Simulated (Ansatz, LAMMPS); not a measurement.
# Relaxing a frame of liquid N-methylformamide from 298 K (117 atoms)

Wanted: the relaxed structure of a frame of liquid N-methylformamide from 298 K (117 atoms) and its electronic structure.

Method: Kohn-Sham DFT, PBE+D4, PAW (set soft_2), plane waves, in Ansatz 0.2.0.

## 1. The starting structure

The cell holds 117 atoms: 26 C, 13 N, 13 O and 65 H. Its edges and angles: a = 10.835 Å, b = 10.835 Å, c = 10.835 Å, α = 90.0°, β = 90.0°, γ = 90.0°. 13 N-methylformamide placed at random, at 1 g/cm³; overlaps pushed apart, then 10 ps at 398 K with MMFF94 bonds, angles, torsions, charges and radii (Halgren, J. Comput. Chem. 17, 490 (1996)) in harmonic and 12-6 forms. Snapshot after 20 ps at 298 K and fixed volume. The density is a measured one.

What the set-up can't give: The network of contacts between molecules at the start is that of the classical potential that made the cell. The Brillouin zone is sampled at Γ only, in a cell whose shortest periodic width is 11 Å.

## 2. The classical run that made the cell

A classical potential supplies the starting structure, since it reaches far longer times than DFT.

This step: classical MD, MMFF94 bonds, angles, torsions, charges and radii (Halgren, J. Comput. Chem. 17, 490 (1996)) in harmonic and 12-6 forms (LAMMPS 22 Jul 2025 - Update 4).

in.lmp reads:

```
# liquid N-methylformamide
units real
atom_style full
boundary p p p
bond_style harmonic
angle_style harmonic
dihedral_style opls
improper_style harmonic
special_bonds lj 0 0 0.5 coul 0 0 0.75
read_data data.lmp
neigh_modify delay 0 every 1 check yes one 4000
comm_modify cutoff 12.0
timestep 0.5
thermo_style custom step time temp pe press density
thermo_modify norm yes
# push overlapping molecules apart
pair_style soft 2.6
pair_coeff * * 0.0
variable a equal ramp(1,60)
fix ad all adapt 1 pair soft a * * v_a
velocity all create 398 666471 mom yes dist gaussian
fix lim all nve/limit 0.03
fix lan all langevin 398 398 50 666472 zero yes
thermo 1000
run 3000 post no
unfix ad
pair_style lj/cut/coul/long 9.0
pair_modify mix arithmetic tail yes
pair_coeff 1 1 0.0678 3.3680   # C
pair_coeff 2 2 0.0721 3.3270   # N
pair_coeff 3 3 0.0678 3.4070   # C
pair_coeff 4 4 0.0763 2.9870   # O
pair_coeff 5 5 0.0216 2.5400   # H
pair_coeff 6 6 0.0100 1.2000   # H
# [... 18 lines left out ...]
compute msd all msd com yes
thermo 5000
fix md all nvt temp 298 298 100
run 20000 post no
print "== T298: mean square displacement over the hold $(c_msd[4]:%.2f) A^2"
unfix md
uncompute msd
write_dump all custom T298.dump id type xs ys zs modify sort id
```

Launch:

```
$ lmp -in in.lmp -log none -nocite
```

Numbers of over 12 decimals in the logs are rounded to 6 here.

Output:

```text
LAMMPS (22 Jul 2025 - Update 4)
Reading data file ...
  orthogonal box = (0 0 0) to (10.8355 10.8355 10.8355)
  117 atoms
  orthogonal box = (0 0 0) to (10.8355 10.8355 10.8355)
  104 bonds
  156 angles
  130 dihedrals
  13 impropers
   Step          Time           Temp          PotEng         Press         Density
         0   0              398            0.072322574    7064.2899      1.0023002
      1000   500            394.3888       1.0657949      24872.17       1.0023002
      2000   1000           395.39526      0.98807875     20690.504      1.0023002
      3000   1500           357.86451      1.2148136      11787.364      1.0023002
Loop time of 1.21167 s on 1 MPI rank(s) for 3000 steps with 117 atoms
PPPM initialization ...
  G vector (1/distance) = 0.28962798
  grid = 6 6 6
  estimated relative force accuracy = 5.0276448e-05
   Step          Time           Temp          PotEng         Press         Density
[... 14 lines left out ...]
      2000   1000           444.15625     -3.4389614      4748.7113      1.0023002
Loop time of 4.74355 s on 1 MPI rank(s) for 2000 steps with 117 atoms
   Step          Time           Temp          PotEng         Press         Density
      2000   1000           444.15625     -3.4389614      4748.7113      1.0023002
[... 5 lines left out ...]
Loop time of 15.1649 s on 1 MPI rank(s) for 10000 steps with 117 atoms
   Step          Time           Temp          PotEng         Press         Density
[... 4 lines left out ...]
Loop time of 8.29189 s on 1 MPI rank(s) for 5000 steps with 117 atoms
   Step          Time           Temp          PotEng         Press         Density
[... 2 lines left out ...]
     25000   24000          354.4694      -3.7809744     -2195.5061      1.0023002
     30000   29000          315.52041     -3.8496712     -8692.965       1.0023002
     35000   34000          341.5872      -3.8757716      153.52834      1.0023002
     37000   36000          293.18159     -4.0136272     -1058.5305      1.0023002
Loop time of 52.4965 s on 1 MPI rank(s) for 20000 steps with 117 atoms
== T298: mean square displacement over the hold 11.13 A^2
```

Wall time 85 s (1 thread of Intel Xeon at 2.80GHz (Skylake/Cascade Lake), shared host); peak memory 0.62 GiB.

The input also reads data.lmp (atoms, bonds and types; not printed here).

## 3. Single point at the start

A single point comes first, to see the forces before anything moves.

input.yaml reads:

```yaml
crystal:
  lattice:
    - [10.8355, 0.0, 0.0]
    - [0.0, 10.8355, 0.0]
    - [0.0, 0.0, 10.8355]
  atoms:
    - { symbol: C, position: [0.61078, 0.53148, 0.16609] }
    - { symbol: "N", position: [0.66564, 0.43474, 0.23535] }
    - { symbol: C, position: [0.78469, 0.45053, 0.2716] }
    - { symbol: O, position: [0.84092, 0.54576, 0.2484] }
    - { symbol: H, position: [0.62083, 0.61367, 0.21652] }
    - { symbol: H, position: [0.50996, 0.5132, 0.14807] }
    - { symbol: H, position: [0.65378, 0.54111, 0.07772] }
    - { symbol: H, position: [0.62082, 0.35049, 0.23109] }
    - { symbol: H, position: [0.82206, 0.36504, 0.31921] }
    - { symbol: C, position: [0.02964, 0.61453, 0.9331] }
    - { symbol: "N", position: [0.97975, 0.66422, 0.04551] }
    - { symbol: C, position: [0.9972, 0.78407, 0.06353] }
    - { symbol: O, position: [0.06125, 0.85331, 0.00182] }
    - { symbol: H, position: [0.124, 0.64166, 0.91699] }
    - { symbol: H, position: [0.97158, 0.64914, 0.8542] }
    - { symbol: H, position: [0.02282, 0.5097, 0.93647] }
    - { symbol: H, position: [0.9202, 0.62666, 0.10404] }
    - { symbol: H, position: [0.94693, 0.82141, 0.14349] }
    - { symbol: C, position: [0.82222, 0.98282, 0.37368] }
    - { symbol: "N", position: [0.72557, 0.06441, 0.42665] }
    - { symbol: C, position: [0.60431, 0.05196, 0.40531] }
    - { symbol: O, position: [0.55713, 0.9564, 0.37607] }
    - { symbol: H, position: [0.90198, 0.97141, 0.44214] }
    - { symbol: H, position: [0.86685, 0.0201, 0.28557] }
    - { symbol: H, position: [0.78528, 0.89165, 0.34621] }
    - { symbol: H, position: [0.75808, 0.14874, 0.45847] }
    - { symbol: H, position: [0.56755, 0.14657, 0.43338] }
    - { symbol: C, position: [0.03475, 0.17609, 0.84132] }
    - { symbol: "N", position: [0.00952, 0.0852, 0.93244] }
    - { symbol: C, position: [0.90873, 0.09857, 0.01283] }
    - { symbol: O, position: [0.83736, 0.18194, 0.01648] }
    - { symbol: H, position: [0.95982, 0.1872, 0.78224] }
    - { symbol: H, position: [0.11503, 0.15052, 0.7867] }
    - { symbol: H, position: [0.05051, 0.26138, 0.88744] }
    - { symbol: H, position: [0.05883, 0.00877, 0.94428] }
    - { symbol: H, position: [0.89319, 0.01974, 0.07167] }
    - { symbol: C, position: [0.64873, 0.63584, 0.49405] }
    - { symbol: "N", position: [0.54243, 0.7042, 0.45385] }
    - { symbol: C, position: [0.42956, 0.65884, 0.47042] }
    - { symbol: O, position: [0.41014, 0.55681, 0.51546] }
    - { symbol: H, position: [0.66797, 0.66114, 0.59068] }
    - { symbol: H, position: [0.72261, 0.65603, 0.42617] }
    - { symbol: H, position: [0.62497, 0.53743, 0.48192] }
    - { symbol: H, position: [0.55235, 0.79173, 0.4273] }
    - { symbol: H, position: [0.35896, 0.71918, 0.42976] }
    - { symbol: C, position: [0.02126, 0.67069, 0.4056] }
    - { symbol: "N", position: [0.08593, 0.75137, 0.49098] }
    - { symbol: C, position: [0.11224, 0.71841, 0.60432] }
    - { symbol: O, position: [0.0964, 0.61195, 0.64723] }
    - { symbol: H, position: [0.92414, 0.67178, 0.4371] }
    - { symbol: H, position: [0.06413, 0.57606, 0.39778] }
    - { symbol: H, position: [0.03396, 0.71645, 0.31167] }
    - { symbol: H, position: [0.10892, 0.84007, 0.461] }
    - { symbol: H, position: [0.13476, 0.79927, 0.6619] }
    - { symbol: C, position: [0.41009, 0.53042, 0.87755] }
    - { symbol: "N", position: [0.34506, 0.49462, 0.76717] }
    - { symbol: C, position: [0.28666, 0.38744, 0.77177] }
    - { symbol: O, position: [0.27445, 0.32274, 0.86039] }
    - { symbol: H, position: [0.34654, 0.5299, 0.95908] }
    - { symbol: H, position: [0.45789, 0.62288, 0.8634] }
    - { symbol: H, position: [0.48227, 0.46293, 0.89745] }
    - { symbol: H, position: [0.36276, 0.5395, 0.68661] }
    - { symbol: H, position: [0.25126, 0.36474, 0.68009] }
    - { symbol: C, position: [0.65394, 0.28981, 0.73744] }
    - { symbol: "N", position: [0.71929, 0.30838, 0.85087] }
    - { symbol: C, position: [0.76035, 0.42001, 0.88824] }
    - { symbol: O, position: [0.74056, 0.5205, 0.83798] }
    - { symbol: H, position: [0.55462, 0.26517, 0.75558] }
    - { symbol: H, position: [0.69683, 0.20942, 0.68933] }
    - { symbol: H, position: [0.66492, 0.36638, 0.67779] }
    - { symbol: H, position: [0.73096, 0.23334, 0.90726] }
    - { symbol: H, position: [0.8209, 0.40469, 0.96477] }
    - { symbol: C, position: [0.81472, 0.89045, 0.7471] }
    - { symbol: "N", position: [0.76308, 0.79686, 0.82664] }
    - { symbol: C, position: [0.68628, 0.81706, 0.92066] }
    - { symbol: O, position: [0.6398, 0.91245, 0.94989] }
    - { symbol: H, position: [0.76598, 0.88678, 0.65915] }
    - { symbol: H, position: [0.91194, 0.87034, 0.72532] }
    [... 33 atom lines left out ...]
    - { symbol: O, position: [0.38893, 0.89147, 0.59598] }
    - { symbol: H, position: [0.28651, 0.84283, 0.89921] }
    - { symbol: H, position: [0.24091, 0.94392, 0.78046] }
    - { symbol: H, position: [0.29753, 0.0124, 0.92255] }
    - { symbol: H, position: [0.50265, 0.933, 0.8574] }
    - { symbol: H, position: [0.55458, 0.9356, 0.66109] }
kpoints:
  mp_grid: { grid: [1, 1, 1] }
hamiltonian:
  xc: pbe
  dispersion: d4
scf:
  occupations: { method: fermi_dirac, width: 0.05 }
output:
  forces: true
  stress: true
  populations: true
  dos:
    method: { smearing: { sigma: 0.1 } }
    de: 0.1
    projected: { site_lists: { C: [C], H: [H], "N": ["N"], O: [O] } }
  eigenvalues: true
```

Launch:

```
$ ansatz run input.yaml --threads 4 --pin off --max-ram 8192MiB --backend cpu --events-out ev --progress --plain --runs-dir out
```

Output:

```text
Engine: ansatz 0.2.0, aarch64-unknown-linux-gnu
Pseudopotentials: kind: paw
Pseudopotential: C, paw, valence charge 4, recommended cutoff 420 eV (normal), C.paw.azcp
Pseudopotential: N, paw, valence charge 5, recommended cutoff 420 eV (normal), N.paw.azcp
Pseudopotential: O, paw, valence charge 6, recommended cutoff 420 eV (normal), O.paw.azcp
Pseudopotential: H, paw, valence charge 1, recommended cutoff 420 eV (normal), H.paw.azcp
[... 5 lines on functional and potentials left out ...]
Crystal: 117 atoms, lattice volume = 1272.175 Å³
Basis set: ecut = 420 eV, 24837 PW (Γ), exchange–correlation on 150×150×150 points (8 copies of the dense FFT grid, shifted against one another)
Bands: 273, of which v1, the nominal top of the filled ones, is band 156 counted from 1 (155 counted from 0)
Symmetry: 1 space group operations
Space group: P1 (ITA 1), of the structure as read, at distance tolerance 1.1e-4 Å
k-points: 1
[... 9 lines on functional and potentials left out ...]
Initial density: superposition of atomic densities (neutral atoms: chi_scale 0, normalization atom), corrected by the library's trained network
Initial wavefunctions: pseudopotential atomic-orbital guess
Functional: x = pbe(κ = 0.804, μ = 0.219515), c = pbe(β = 0.066725)
SCF iter   1: F=—  HF=-19936.188785 eV  |F-HF|=—  |Δ(HF+E_count)|=         —  Δρ=6.42e-3  dr2=4.43e-1  ethr=1.77e-3  ⟨swp⟩=6.0  Hψ=1260  notcnv=0  defer=25
preconditioner: auto → Resta (q_TF=auto, 2.159 Å⁻¹)  ε∞=2.3  [insulator: Δε(μ)=4.393 eV  Ē_g=16.280 eV  σ=0.050 eV  W_gap=1.00  n_scr=202 (ndim 8)  ℏωp=18.4 eV  f_vac=0.255  D(μ)=0.00/eV (n_scr^D=0)  ε∞_Penn≈2.3]
SCF iter   2: F=—  HF=-19936.122756 eV  |F-HF|=—  |Δ(HF+E_count)|=   6.60e-2  Δρ=3.26e-3  dr2=9.80e-2  ethr=1.42e-4  ⟨swp⟩=2.0  Hψ=475  notcnv=0  defer=110
SCF iter   3: F=—  HF=-19936.118394 eV  |F-HF|=—  |Δ(HF+E_count)|=   4.36e-3  Δρ=1.58e-3  dr2=3.06e-2  ethr=3.14e-5  ⟨swp⟩=2.0  Hψ=323  notcnv=0  defer=110
SCF iter   4: F=—  HF=-19936.119193 eV  |F-HF|=—  |Δ(HF+E_count)|=   7.99e-4  Δρ=4.25e-4  dr2=2.96e-3  ethr=9.82e-6  ⟨swp⟩=2.0  Hψ=319  notcnv=0  defer=110
SCF iter   5: F=—  HF=-19936.119302 eV  |F-HF|=—  |Δ(HF+E_count)|=   1.09e-4  Δρ=2.01e-4  dr2=6.15e-4  ethr=9.48e-7  ⟨swp⟩=2.0  Hψ=314  notcnv=0  defer=110
SCF iter   6: F=—  HF=-19936.119294 eV  |F-HF|=—  |Δ(HF+E_count)|=   8.49e-6  Δρ=1.21e-4  dr2=1.89e-4  ethr=1.97e-7  ⟨swp⟩=2.0  Hψ=318  notcnv=0  defer=110
SCF iter   7: F=—  HF=-19936.119278 eV  |F-HF|=—  |Δ(HF+E_count)|=   1.57e-5  Δρ=4.09e-5  dr2=1.91e-5  ethr=6.05e-8  ⟨swp⟩=2.0  Hψ=318  notcnv=0  defer=110
SCF iter   8: F=—  HF=-19936.117870 eV  |F-HF|=—  |Δ(HF+E_count)|=   1.41e-3  Δρ=1.29e-5  dr2=1.89e-6  ethr=6.14e-9  ⟨swp⟩=2.0  Hψ=418  notcnv=0  defer=110
SCF iter   9: F=—  HF=-19936.117870 eV  |F-HF|=—  |Δ(HF+E_count)|=   3.46e-7  Δρ=6.62e-6  dr2=5.49e-7  ethr=6.04e-10  ⟨swp⟩=2.0  Hψ=319  notcnv=0  defer=110
SCF iter  10: F=-19936.117870 eV  HF=-19936.117870 eV  |F-HF|=3.15e-8  |Δ(HF+E_count)|=   5.42e-8  Δρ=2.37e-6  dr2=7.20e-8  ethr=3.21e-11  ⟨swp⟩=13.0  Hψ=1785  notcnv=0
SCF 1 converged in 10 iterations: F = -19936.117870 eV  dr2 = 7.20e-8
  greatest PAW one-centre occupation: 0.878 electrons in one spin orbital (limit 2), on the O atom at site 30 (counted from 0), in its partial waves of l = 0
SCF converged after 10 iterations
Free energy (F): -19936.117870 eV
Harris-Foulkes:  -19936.117870 eV  (|F-HF|=3.15e-8)
Internal energy: -19936.117870 eV  (E = F + TS)
E sigma→0 (E₀):  -19936.117870 eV
Fermi energy:    1.209103 eV
--- Per-component energies (eV) ---
  E_band       = -2652.557357
  E_kinetic    = 7273.355417
  E_local      = -24079.992289  (includes V_loc(G=0)·N_el)
  E_nonlocal   = 2046.586607
  E_hartree    = 8772.798514
  E_xc         = -3551.158603
  E_vxc        = -4484.060101  (∫ρ·V_xc dr)
  E_paw        = -6345.391126  (= ΣΔE_a)
  E_vpaw       = -953.991153  (= ΣTr[D̂ρ^β])
  E_aug_tail   = -0.054051  (compensation charges beyond the density's cutoff)
  E_ewald      = -4047.169600
  E_disp       = -5.092739  (pairwise vdW)
  E_smearing   = -0.000000  (= −TS)
  E_closure    = 0.000000  (closes the sum)
  Σ components = -19936.117870   (vs F -19936.117870, Δ=0.00e0)
--- Forces (eV/Å), atoms counted from 1 ---
  atom   1  C     -1.88895599    -0.77184005    -0.63196104
  atom   2  N      0.39637297    -0.63727960     0.53691098
  atom   3  C     -1.30650657    -1.98904536    -0.30557118
  atom   4  O      0.94394955     0.70659932     0.09037027
  atom   5  H     -0.01913779     1.63311036     0.60761101
  atom   6  H      0.87285920     0.07870934     0.36452153
  atom   7  H      0.47868325     0.26436334    -0.93555165
  atom   8  H      0.66778088    -0.02160580     0.22939186
  atom   9  H     -0.01914613     0.84133181    -0.20933686
  atom  10  C     -1.51826570    -1.95510620    -0.75802167
  atom  11  N      1.11345321     1.23061158    -0.62099059
  atom  12  C     -0.61670853     0.39295846     1.08245073
  atom  13  O      0.88764130     0.18998002    -0.96507198
  atom  14  H      0.46795121     0.18901013     0.06847266
[...]
atom 116  H      0.20614342     0.47838432     0.51561353
  atom 117  H      1.25163641     0.62861884     0.00359052
  max |Σ_I F_I| component: 2.55e-4 eV/Å
--- Stress (GPa, compression-positive) ---
        2.056388       0.316039       1.227088
        0.316038       2.043296      -0.530938
        1.227088      -0.530939       1.460757
  P = ⅓ Tr σ = 1.8535 GPa (18.535 kbar)
--- Band table (eV) ---
  k-point 0: bands = ["-22.1999", "-21.8783", "-21.8672", "-21.7042", [... 257 levels ...], "10.6243", "10.6928", "10.7297", "10.8073", "10.8461", "10.8729", "10.9354", "10.9965", "11.0276", "11.0633", "11.1257", "11.1582"]
--- Löwdin populations: 117 sites ---
  site symbol       q [e]
     0      C      4.3499
     1      N      5.2561
     2      C      3.6801
[...]
116      H      0.8451
  spilling = 0.013972 (of n_electrons = 312.000000)
```

The job ended after 28 s (4 threads of Arm Neoverse N1, shared host; peak memory 1.3 GiB; 1.8 min of CPU time).

Numbers from this run:

| Property | Result |
| --- | --- |
| free energy | -19936.1179 eV |
| free energy per atom | -170.3942 eV/atom |
| SCF cycles | 10 |
| pressure | 1.853 GPa |
| r.m.s. force component | 0.9803 eV/Å |
| longest force | 4.334 eV/Å |
| Fermi energy | 1.209 eV |
| gap (highest filled to lowest empty level) | 4.314 eV |
| spilling of the projection | 0.01397 |

The r.m.s. force component of 0.98 eV/Å and the pressure of 1.9 GPa set the starting point.

Neighbours are counted within 1.34 Å (H-C), 1.27 Å (H-N), 1.79 Å (C-N), 1.68 Å (C-O).

Length of the force by element and coordination:

| element | coordination | atoms | mean length of the force (eV/Å) | spread | least | most |
| --- | --- | --- | --- | --- | --- | --- |
| C | all | 26 | 2.26 | 1.08 | 0.690 | 4.33 |
| C | 3 | 13 | 2.82 | 1.20 | 0.964 | 4.33 |
| C | 4 | 13 | 1.70 | 0.495 | 0.690 | 2.59 |
| H | all | 65 | 0.932 | 0.452 | 0.231 | 2.23 |
| N | all | 13 | 1.48 | 0.719 | 0.601 | 3.15 |
| O | all | 13 | 2.03 | 1.10 | 0.450 | 3.85 |

(Part 1 of 4 ends here.)

[Logs are printed without paths, hosts, clocks, repeated set-up lines and the standing remarks that a program may print on its own settings, such as how far it seeks lower states.]

[Hosts, paths, dates, database ids (printed as entryN), source tags and the programs' standing remarks are cut or masked in the printed files.]

[The MMFF94 radii named for the starting cell were scaled by 0.96; in molecules described by MMFF94, hydrogen bound to N, O or S took a small fixed 12-6 site in their place.]
